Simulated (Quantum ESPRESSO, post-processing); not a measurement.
# F-SiSi-F chair, 1 layer: a series in biaxial strain, part 6 of 6

Wanted: a table for F-SiSi-F chair, 1 layer against biaxial strain, and what can be fitted to it.

Quantum ESPRESSO 7.5; plane-wave DFT, PBE, GBRV ultrasoft pseudopotentials.

So far. Step 9 (Relaxing the ions, 3 %): The relaxation lowers the energy by 1 meV an atom.

**11. Relaxation with pw.x, 4 %**

m8.relax.in

```
&control
  prefix = 'm8.relax'
  outdir = './out'
  pseudo_dir = './pseudo'
  nstep = 40
  forc_conv_thr = 0.0003
  calculation = 'relax'
  tstress = .true.
/
&system
  ibrav = 0
  nat = 4
  ntyp = 2
  ecutwfc = 50
  ecutrho = 250
  occupations = 'smearing'
  smearing = 'fd'
  degauss = 0.002
/
&electrons
  conv_thr = 1e-09
  mixing_beta = 0.4
  electron_maxstep = 120
  mixing_mode = 'plain'
/
&ions
/
ATOMIC_SPECIES
  F   18.9984  f_pbe_v1.4.uspp.F.UPF
  Si  28.0850  si_pbe_v1.uspp.F.UPF
CELL_PARAMETERS angstrom
  4.12407051784000 0.00000000000000 0.00000000000000
  -2.06203525944000 3.57154983536000 0.00000000000000
  0.00000000000000 0.00000000000000 19.10000000000000
ATOMIC_POSITIONS crystal
  F   0.666666666700 0.333333333300 0.396289228300
  Si  0.666666666700 0.333333333300 0.481729904300
  Si  0.333333333300 0.666666666700 0.518270095700
  F   0.333333333300 0.666666666700 0.603710771700
K_POINTS automatic
  12 12 1 0 0 0
```

Started as:

```
$ OMP_NUM_THREADS=1 mpirun -n 4 pw.x -nk 4 -in m8.relax.in > m8.relax.out
```

What it wrote:

```text
[banner, memory and clock lines left out]
Program PWSCF v.7.5 starts
[...]
Message from routine setup:
[...]
number of electrons       =        22.00
     number of Kohn-Sham states=           15
     kinetic-energy cutoff     =      50.0000  Ry
     charge density cutoff     =     250.0000  Ry
[...]
number of k points=    19  Fermi-Dirac smearing, width (Ry)=  0.0020
[...]
Dense  grid:   126775 G-vectors     FFT dimensions: (  40,  40, 192)
[...]
negative rho (up, down):  2.103E-04 0.000E+00
     Starting wfcs are   16 randomized atomic wfcs
[...]
negative rho (up, down):  1.984E-04 0.000E+00
[...]
estimated scf accuracy    <       0.36639815 Ry
[...]
negative rho (up, down):  2.186E-04 0.000E+00
[...]
estimated scf accuracy    <       0.04488075 Ry
[...]
negative rho (up, down):  2.803E-04 0.000E+00
[...]
estimated scf accuracy    <       0.01182472 Ry
[...]
negative rho (up, down):  2.676E-04 0.000E+00
[...]
estimated scf accuracy    <       0.00097236 Ry
[...]
negative rho (up, down):  2.697E-04 0.000E+00
[...]
estimated scf accuracy    <       0.00004422 Ry
[...]
negative rho (up, down):  2.708E-04 0.000E+00
[...]
estimated scf accuracy    <       0.00000851 Ry
[...]
negative rho (up, down):  2.725E-04 0.000E+00
[...]
estimated scf accuracy    <       0.00000302 Ry
[...]
negative rho (up, down):  2.736E-04 0.000E+00
[...]
estimated scf accuracy    <       0.00000031 Ry
[...]
negative rho (up, down):  2.743E-04 0.000E+00
[...]
estimated scf accuracy    <          3.7E-09 Ry
[...]
negative rho (up, down):  2.756E-04 0.000E+00
[...]
the Fermi energy is    -3.5543 ev
!    total energy              =    -116.60099055 Ry
     estimated scf accuracy    <          5.1E-10 Ry
     smearing contrib. (-TS)   =      -0.00000000 Ry
     internal energy E=F+TS    =    -116.60099055 Ry
[...]
one-electron contribution =    -420.86447168 Ry
     hartree contribution      =     215.65988607 Ry
     xc contribution           =     -27.23660938 Ry
     ewald contribution        =     115.84020444 Ry
     convergence has been achieved in  10 iterations
     negative rho (up, down):  2.756E-04 0.000E+00
[...]
Total force =     0.018087     Total SCF correction =     0.000082
[...]
negative rho (up, down):  2.756E-04 0.000E+00
[...]
negative rho (up, down):  2.680E-04 0.000E+00
[...]
negative rho (up, down):  2.702E-04 0.000E+00
[...]
estimated scf accuracy    <       0.00003054 Ry
[...]
negative rho (up, down):  2.716E-04 0.000E+00
[...]
estimated scf accuracy    <       0.00000694 Ry
[...]
negative rho (up, down):  2.726E-04 0.000E+00
[...]
estimated scf accuracy    <       0.00000110 Ry
[...]
negative rho (up, down):  2.733E-04 0.000E+00
[...]
estimated scf accuracy    <       0.00000013 Ry
[...]
negative rho (up, down):  2.736E-04 0.000E+00
[...]
estimated scf accuracy    <          4.3E-09 Ry
[...]
negative rho (up, down):  2.739E-04 0.000E+00
[...]
estimated scf accuracy    <          1.1E-09 Ry
[...]
negative rho (up, down):  2.743E-04 0.000E+00
[...]
the Fermi energy is    -3.6157 ev
!    total energy              =    -116.60120887 Ry
     estimated scf accuracy    <          1.9E-11 Ry
     smearing contrib. (-TS)   =      -0.00000000 Ry
     internal energy E=F+TS    =    -116.60120887 Ry
[...]
one-electron contribution =    -420.89528561 Ry
     hartree contribution      =     215.67699317 Ry
     xc contribution           =     -27.23121498 Ry
     ewald contribution        =     115.84829855 Ry
     convergence has been achieved in   7 iterations
     negative rho (up, down):  2.743E-04 0.000E+00
[...]
Total force =     0.011416     Total SCF correction =     0.000019
[...]
negative rho (up, down):  2.743E-04 0.000E+00
[...]
negative rho (up, down):  2.662E-04 0.000E+00
[...]
negative rho (up, down):  2.679E-04 0.000E+00
[...]
estimated scf accuracy    <       0.00004176 Ry
[...]
negative rho (up, down):  2.692E-04 0.000E+00
[...]
estimated scf accuracy    <       0.00001210 Ry
[...]
negative rho (up, down):  2.702E-04 0.000E+00
[...]
estimated scf accuracy    <       0.00000299 Ry
[...]
negative rho (up, down):  2.707E-04 0.000E+00
[...]
estimated scf accuracy    <       0.00000017 Ry
[...]
negative rho (up, down):  2.710E-04 0.000E+00
[...]
estimated scf accuracy    <       0.00000006 Ry
[...]
negative rho (up, down):  2.711E-04 0.000E+00
[...]
estimated scf accuracy    <          6.8E-09 Ry
[...]
negative rho (up, down):  2.713E-04 0.000E+00
[...]
estimated scf accuracy    <          2.3E-09 Ry
[...]
negative rho (up, down):  2.714E-04 0.000E+00
[...]
estimated scf accuracy    <          2.6E-11 Ry
[...]
negative rho (up, down):  2.715E-04 0.000E+00
[...]
the Fermi energy is    -3.6528 ev
!    total energy              =    -116.60141895 Ry
     estimated scf accuracy    <          5.5E-12 Ry
     smearing contrib. (-TS)   =      -0.00000000 Ry
     internal energy E=F+TS    =    -116.60141895 Ry
[...]
one-electron contribution =    -421.73259142 Ry
     hartree contribution      =     216.09801730 Ry
     xc contribution           =     -27.23438756 Ry
     ewald contribution        =     116.26754273 Ry
     convergence has been achieved in   9 iterations
     negative rho (up, down):  2.715E-04 0.000E+00
[...]
Total force =     0.010313     Total SCF correction =     0.000006
[...]
negative rho (up, down):  2.715E-04 0.000E+00
[...]
negative rho (up, down):  2.647E-04 0.000E+00
[...]
negative rho (up, down):  2.660E-04 0.000E+00
[...]
estimated scf accuracy    <       0.00005337 Ry
[...]
negative rho (up, down):  2.669E-04 0.000E+00
[...]
estimated scf accuracy    <       0.00001394 Ry
[...]
negative rho (up, down):  2.677E-04 0.000E+00
[...]
estimated scf accuracy    <       0.00000295 Ry
[...]
negative rho (up, down):  2.681E-04 0.000E+00
[...]
estimated scf accuracy    <       0.00000021 Ry
[...]
negative rho (up, down):  2.682E-04 0.000E+00
[...]
estimated scf accuracy    <       0.00000011 Ry
[...]
negative rho (up, down):  2.683E-04 0.000E+00
[...]
estimated scf accuracy    <       0.00000001 Ry
[...]
negative rho (up, down):  2.684E-04 0.000E+00
[...]
estimated scf accuracy    <          8.8E-10 Ry
[...]
negative rho (up, down):  2.684E-04 0.000E+00
[...]
estimated scf accuracy    <          1.9E-10 Ry
[...]
negative rho (up, down):  2.685E-04 0.000E+00
[...]
the Fermi energy is    -3.6693 ev
!    total energy              =    -116.60156292 Ry
     estimated scf accuracy    <          2.8E-12 Ry
     smearing contrib. (-TS)   =      -0.00000000 Ry
     internal energy E=F+TS    =    -116.60156292 Ry
[...]
one-electron contribution =    -422.82108359 Ry
     hartree contribution      =     216.64463383 Ry
     xc contribution           =     -27.24137074 Ry
     ewald contribution        =     116.81625758 Ry
     convergence has been achieved in   9 iterations
     negative rho (up, down):  2.685E-04 0.000E+00
[...]
Total force =     0.006438     Total SCF correction =     0.000003
[...]
negative rho (up, down):  2.685E-04 0.000E+00
[...]
negative rho (up, down):  2.642E-04 0.000E+00
[...]
negative rho (up, down):  2.650E-04 0.000E+00
[...]
estimated scf accuracy    <       0.00003685 Ry
[...]
negative rho (up, down):  2.655E-04 0.000E+00
[...]
estimated scf accuracy    <       0.00000887 Ry
[...]
negative rho (up, down):  2.660E-04 0.000E+00
[...]
estimated scf accuracy    <       0.00000161 Ry
[...]
negative rho (up, down):  2.662E-04 0.000E+00
[...]
estimated scf accuracy    <       0.00000015 Ry
[...]
negative rho (up, down):  2.663E-04 0.000E+00
[...]
estimated scf accuracy    <       0.00000005 Ry
[...]
negative rho (up, down):  2.663E-04 0.000E+00
[...]
estimated scf accuracy    <          6.2E-09 Ry
[...]
negative rho (up, down):  2.664E-04 0.000E+00
[...]
estimated scf accuracy    <          4.9E-10 Ry
[...]
negative rho (up, down):  2.664E-04 0.000E+00
[...]
estimated scf accuracy    <          1.0E-10 Ry
[...]
negative rho (up, down):  2.665E-04 0.000E+00
[...]
the Fermi energy is    -3.6709 ev
!    total energy              =    -116.60160517 Ry
     estimated scf accuracy    <          8.4E-12 Ry
     smearing contrib. (-TS)   =      -0.00000000 Ry
     internal energy E=F+TS    =    -116.60160517 Ry
[...]
one-electron contribution =    -423.74942524 Ry
     hartree contribution      =     217.11052655 Ry
     xc contribution           =     -27.24848421 Ry
     ewald contribution        =     117.28577773 Ry
     convergence has been achieved in   9 iterations
     negative rho (up, down):  2.665E-04 0.000E+00
[...]
Total force =     0.001002     Total SCF correction =     0.000009
[...]
negative rho (up, down):  2.665E-04 0.000E+00
[...]
negative rho (up, down):  2.668E-04 0.000E+00
[...]
negative rho (up, down):  2.667E-04 0.000E+00
[...]
estimated scf accuracy    <       0.00000007 Ry
[...]
negative rho (up, down):  2.666E-04 0.000E+00
[...]
estimated scf accuracy    <       0.00000001 Ry
[...]
negative rho (up, down):  2.666E-04 0.000E+00
[...]
estimated scf accuracy    <          1.0E-09 Ry
[...]
negative rho (up, down):  2.665E-04 0.000E+00
[...]
estimated scf accuracy    <          9.9E-11 Ry
[...]
negative rho (up, down):  2.665E-04 0.000E+00
[...]
estimated scf accuracy    <          5.8E-11 Ry
[...]
negative rho (up, down):  2.665E-04 0.000E+00
[...]
the Fermi energy is    -3.6680 ev
!    total energy              =    -116.60160558 Ry
     estimated scf accuracy    <          7.2E-12 Ry
     smearing contrib. (-TS)   =      -0.00000000 Ry
     internal energy E=F+TS    =    -116.60160558 Ry
[...]
one-electron contribution =    -423.76369487 Ry
     hartree contribution      =     217.11758646 Ry
     xc contribution           =     -27.24886835 Ry
     ewald contribution        =     117.29337118 Ry
     convergence has been achieved in   6 iterations
     negative rho (up, down):  2.665E-04 0.000E+00
[...]
Total force =     0.000196     Total SCF correction =     0.000006
[...]
negative rho (up, down):  2.665E-04 0.000E+00
[...]
```

The job ended after 1.8 min (4 MPI ranks of Arm Neoverse V1, shared host; peak memory 0.9 GiB; 7.3 min of CPU time).

Step by step:

```csv
step,energy less that of the first step (eV),largest force (eV/Å)
1,0.0000,0.3268
2,-0.0030,0.1866
3,-0.0058,0.1865
4,-0.0078,0.1088
5,-0.0084,0.0148
6,-0.0084,0.0031
```

The atoms that moved most (Å):

```csv
atom,dx,dy,dz,length
Si3,0.000,0.000,-0.023,0.023
Si2,0.000,0.000,0.023,0.023
F1,0.000,0.000,0.022,0.022
F4,0.000,0.000,-0.022,0.022
```

The relaxation lowers the energy by 2 meV an atom.

Read from the output:

```
free energy  : -1586.4457 eV
Fermi energy : -3.668 eV
```

**12. SCF with pw.x, 4 %**

m8.scf.in

```
&control
  prefix = 'm8.scf'
  outdir = './out'
  pseudo_dir = './pseudo'
  calculation = 'scf'
  tprnfor = .true.
/
&system
  ibrav = 0
  nat = 4
  ntyp = 2
  ecutwfc = 40
  ecutrho = 200
  occupations = 'smearing'
  smearing = 'fd'
  degauss = 0.002
  nbnd = 15
/
&electrons
  conv_thr = 1e-09
  mixing_beta = 0.4
  electron_maxstep = 120
  mixing_mode = 'plain'
/
ATOMIC_SPECIES
  F   18.9984  f_pbe_v1.4.uspp.F.UPF
  Si  28.0850  si_pbe_v1.uspp.F.UPF
CELL_PARAMETERS angstrom
  4.12407051784000 0.00000000000000 0.00000000000000
  -2.06203525944000 3.57154983536000 0.00000000000000
  0.00000000000000 0.00000000000000 19.10000000000000
ATOMIC_POSITIONS crystal
  F   0.666666666700 0.333333333300 0.397421924500
  Si  0.666666666700 0.333333333300 0.482950379200
  Si  0.333333333300 0.666666666700 0.517049620800
  F   0.333333333300 0.666666666700 0.602578075500
K_POINTS automatic
  12 12 1 0 0 0
```

Started as:

```
$ OMP_NUM_THREADS=1 mpirun -n 4 pw.x -nk 4 -in m8.scf.in > m8.scf.out
```

What it wrote:

```text
[banner, memory and clock lines left out]
Program PWSCF v.7.5 starts
[...]
Message from routine setup:
[...]
number of electrons       =        22.00
     number of Kohn-Sham states=           15
     kinetic-energy cutoff     =      40.0000  Ry
     charge density cutoff     =     200.0000  Ry
[...]
number of k points=    19  Fermi-Dirac smearing, width (Ry)=  0.0020
[...]
Dense  grid:    90841 G-vectors     FFT dimensions: (  36,  36, 180)
[...]
negative rho (up, down):  8.225E-04 0.000E+00
     Starting wfcs are   16 randomized atomic wfcs
[...]
negative rho (up, down):  7.797E-04 0.000E+00
[...]
estimated scf accuracy    <       0.36957382 Ry
[...]
negative rho (up, down):  8.294E-04 0.000E+00
[...]
estimated scf accuracy    <       0.04452454 Ry
[...]
negative rho (up, down):  9.194E-04 0.000E+00
[...]
estimated scf accuracy    <       0.01177267 Ry
[...]
negative rho (up, down):  9.278E-04 0.000E+00
[...]
estimated scf accuracy    <       0.00095470 Ry
[...]
negative rho (up, down):  9.422E-04 0.000E+00
[...]
estimated scf accuracy    <       0.00004595 Ry
[...]
negative rho (up, down):  9.496E-04 0.000E+00
[...]
estimated scf accuracy    <       0.00000879 Ry
[...]
negative rho (up, down):  9.550E-04 0.000E+00
[...]
estimated scf accuracy    <       0.00000298 Ry
[...]
negative rho (up, down):  9.579E-04 0.000E+00
[...]
estimated scf accuracy    <       0.00000035 Ry
[...]
negative rho (up, down):  9.597E-04 0.000E+00
[...]
estimated scf accuracy    <          8.4E-09 Ry
[...]
negative rho (up, down):  9.626E-04 0.000E+00
[...]
the Fermi energy is    -3.6686 ev
!    total energy              =    -116.60110164 Ry
     estimated scf accuracy    <          2.7E-10 Ry
     smearing contrib. (-TS)   =      -0.00000000 Ry
     internal energy E=F+TS    =    -116.60110164 Ry
[...]
one-electron contribution =    -423.76195658 Ry
     hartree contribution      =     217.11629458 Ry
     xc contribution           =     -27.24881077 Ry
     ewald contribution        =     117.29337113 Ry
     convergence has been achieved in  10 iterations
     negative rho (up, down):  9.626E-04 0.000E+00
[...]
Total force =     0.000156     Total SCF correction =     0.000049
[...]
```

It took 14 s on 4 MPI ranks; peak memory 0.46 GiB; 54 s of CPU time.

Read from the output:

| Item | Value |
| --- | --- |
| free energy | -1586.4388 eV |
| Fermi energy | -3.669 eV |
| valence top, on the run's zero | -4.038 eV |
| conduction bottom, on the run's zero | -3.320 eV |
| gap by band count | 0.7178 eV |

**13. The series side by side**

The series in one table, energies over the lowest:

```csv
biaxial strain,energy (eV),gap along the path (eV),upper vacuum level over the valence top of the mesh (eV),lower vacuum level over that top (eV)
-4 %,0.0936,0.3944,6.401,6.401
-3 %,0.0519,0.4956,6.45,6.45
-2 %,0.0228,0.579,6.489,6.489
-1 %,0.0057,0.6449,6.518,6.518
0 %,0.0000,0.6935,6.539,6.539
1 %,0.0049,0.7249,6.552,6.552
2 %,0.0197,0.7393,6.559,6.559
3 %,0.0436,0.7367,6.557,6.557
4 %,0.0760,0.7178,6.552,6.552
```

**14. Worked from the printed numbers**

A parabola through the energies within ±2 % has E = 53.09 eV × ε² -0.071 eV × ε; for the curvature, over A = 13.618 Å² this is 53.09 × 1/13.618 × 16.02 = 62 N/m.

**15. What came out**

| Quantity | Value |
| --- | --- |
| C11 + C12 | 62 N/m |
| gap along the path, at -4 % and at 4 % | 0.39, 0.72 eV |
| upper vacuum level over the valence top of the mesh, at -4 % and at 4 % | 6.40, 6.55 eV |
| lower vacuum level over that top, at -4 % and at 4 % | 6.40, 6.55 eV |

What this shows: The series holds 9 members; C11 + C12: 62 N/m (PBE, GBRV ultrasoft). The energy is lowest near zero strain. From -4 % to 4 % the gap along the path goes from 0.39 to 0.72 eV by way of 0.74 at 2 %. From -4 % to 4 % the upper vacuum level over the valence top of the mesh goes from 6.40 to 6.55 eV by way of 6.56 at 2 %. From -4 % to 4 % the lower vacuum level over that top goes from 6.40 to 6.55 eV by way of 6.56 at 2 %. Semilocal gaps are too small; the 1×1 cell can't ripple over many cells under compression as a free sheet would. No spin-orbit coupling.

[Logs are printed without paths, hosts, clocks, repeated set-up lines and the standing remarks that a program may print on its own settings, such as how far it seeks lower states.]

[Hosts, paths, dates, database ids (printed as entryN), source tags and the programs' standing remarks are cut or masked in the printed files.]

[Maps of the electrostatic potential energy from Ansatz leave out the sawtooth potential of an applied field or a dipole correction, so their vacuum need not be flat; planar profiles and work functions include it.]
